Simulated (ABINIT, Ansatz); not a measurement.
**A GW run on BaH2 (P6_3/mmc) in ABINIT, with inputs changed**

What do changed inputs do to GW on BaH2 (P6_3/mmc)?

Calculated with ABINIT 10.8.3; PBEsol and many-body steps on it, plane waves.

Report form: the programs' logs are mostly left out.

### Step 1. The starting structure

It takes space group P6_3/mmc (No. 194, hexagonal). The conventional cell has a = 4.462 Å, b = 4.462 Å, c = 6.055 Å, α = 90.00°, β = 90.00°, γ = 120.00°. Nearest to Ba lie 11 H at 2.58 to 3.03 Å. Nearest to H lie 5 Ba at 2.58 to 3.03 Å and 6 H at 2.99 Å. H has 6 Ba at 2.99 Å and 8 H at 2.99 to 3.03 Å nearest. Farther neighbours are not listed.

The cell and positions are those that the Materials Project relaxed with its own functionals (PBE, PBE+U or r2SCAN), kept fixed. Spin-orbit coupling is left out unless a step names it.

### Step 2. Screening, 3×3×4 mesh, 158 bands, screening to 176.9 eV

This step: ABINIT 10.8.3; RPA screening on PBEsol, plane waves, norm-conserving pseudopotentials.

The RPA dielectric matrix is built and inverted for each q.

Input file run.abi:

```
acell 3*1.0 Angstrom
rprim 
  4.462025052349 0.000000000014 0.000000000000
  -2.231012526186 3.864227047650 0.000000000000
  0.000000000000 0.000000000000 6.055292590000
ntypat 2
znucl 56 1
natom 6
typat 1 1 2 2 2 2
xred 
  0.666666666667 0.333333333333 0.750000000000
  0.333333333333 0.666666666667 0.250000000000
  0.333333333333 0.666666666667 0.750000000000
  0.666666666667 0.333333333333 0.250000000000
  -0.000000000000 -0.000000000000 0.500000000000
  -0.000000000000 -0.000000000000 0.000000000000
pp_dirpath "pseudos"
pseudos "Ba.upf, H.upf"
ecut 32
ngkpt 3 3 4
nshiftk 1
shiftk 0 0 0
kptopt 1
chksymbreak 0
istwfk *1
occopt 1
irdwfk 1
optdriver 3
nband 158
ecuteps 6.5
inclvkb 2
awtr 1
symchi 1
indata_prefix "in"
outdata_prefix "out"
tmpdata_prefix "tmp"
```

Run with:

```
OMP_NUM_THREADS=1 mpirun -n 8 abinit run.abi > log
```

The job ended after 26 s (8 MPI ranks of AMD EPYC 9R45, shared host; peak memory 3 GiB; 3.4 min of CPU time).

This step gave:

```
ε∞ with local fields, on this mesh, along the program's q direction : 5.696
the same without local fields                                       : 6.338
plasma frequency                                                    : 17.80 eV
plane waves in the screening matrix                                 : 553
```

Local fields lower ε∞ by 10 %. On a Γ-centred mesh this coarse the value itself is usually too large, while a short band sum pulls it down.

### Step 3. Base

The self-energy is evaluated for the states that the input lists, and the levels follow from it, in one-shot runs by the linearised quasiparticle equation.

This step: G0W0 on PBEsol, plane waves, norm-conserving pseudopotentials.

Edit run.abi of step 2 so:

```diff
@@ -27,8 +27,19 @@
 irdwfk 1
-optdriver 3
+optdriver 4
 nband 158
+gwcalctyp 0
+ecutsigx 32
+symsigma 1
+nkptgw 3
+kptgw 
+  0.0000000000 0.0000000000 0.0000000000
+  0.3333333333 0.3333333333 0.5000000000
+  0.0000000000 0.0000000000 0.2500000000
+bdgw 
+  11 14
+  11 14
+  11 14
 ecuteps 6.5
-inclvkb 2
-awtr 1
-symchi 1
+irdscr 1
+ppmodel 1
 indata_prefix "in"
```

Elapsed: 25 s, on 8 MPI ranks; peak memory 3.5 GiB.

Numbers from this step:

* G0W0 gap on the points computed: 3.073 eV
* starting gap on the mesh: 1.473 eV
* k of the valence top: 0, 0, 0
* k of the conduction bottom: 0.3333, 0.3333, 0.5
* Z at the valence top: 0.777
* Z at the conduction bottom: 0.819
* least direct G0W0 gap on the computed points: 4.213 eV

The gap on the mesh goes from 1.47 eV to 3.07 eV, a correction of +1.60 eV.

### Step 4. More bands than the file holds

Edit run.abi of step 3 so:

```diff
@@ -28,3 +28,3 @@
 optdriver 4
-nband 158
+nband 1110
 gwcalctyp 0
```

The job ended after 1.4 s (8 MPI ranks; peak memory 0.06 GiB).

The run stopped with an error after 1.4 s.

The program's words: Number of bands stored WFK file is less than required. WFK mband: 406, self-energy nband: 1110

The fault put into this input: more bands than the file holds.

### Step 5. The runs together

Times are wall times on 8 MPI ranks of AMD EPYC 9R45, shared host, good to a factor of about two. A run's time includes the screening step that it read.

```
 run   mesh  bands  screening cutoff (eV)  DFT gap (eV)  gap on the mesh (eV)  direct (eV)  ε∞ used  time
base  3×3×4    158                  176.9         1.473                 3.073        4.213     5.70  51 s
```

### Step 6. Outcome

```json
{"base": "3.073 eV", "known limits": "not at the basis limit; no spin-orbit coupling; coarse k mesh"}
```

Bands and cutoff are finite, so the gap is not at the basis limit. The miss can reach some tenths of an eV and take either sign; the mesh is an error of its own. In the G0W0 run levels were corrected at 3 k points alone, so a gap called «on the mesh» is the least over those, and an edge elsewhere would be missed. The 3×3×4 mesh is coarse for this cell, which bears on the long-range parts of exchange and screening. The many-body steps are scalar-relativistic: spin-orbit coupling is not in them.

[Paths, hosts, dates, memory and timing lines, banners, echoed tables and standing remarks are left out of the program output.]

[Logs are printed without paths, hosts, clocks, repeated set-up lines and the standing remarks that a program may print on its own settings, such as how far it seeks lower states.]

[Runs of the session that timed out or met a known fault of the program may be left out.]

[Hosts, paths, dates, database ids (printed as entryN), source tags and the programs' standing remarks are cut or masked in the printed files.]

[G0W0 gaps are taken among the corrected bands and points alone; a level outside them can change the order at an edge.]

[Where Ansatz stands beside ABINIT at settings called matched, ABINIT's density can come from a denser mesh and the files from another edition; pairs whose starting gaps differed by over 0.03 eV were left out, so agreement reads better than it is.]
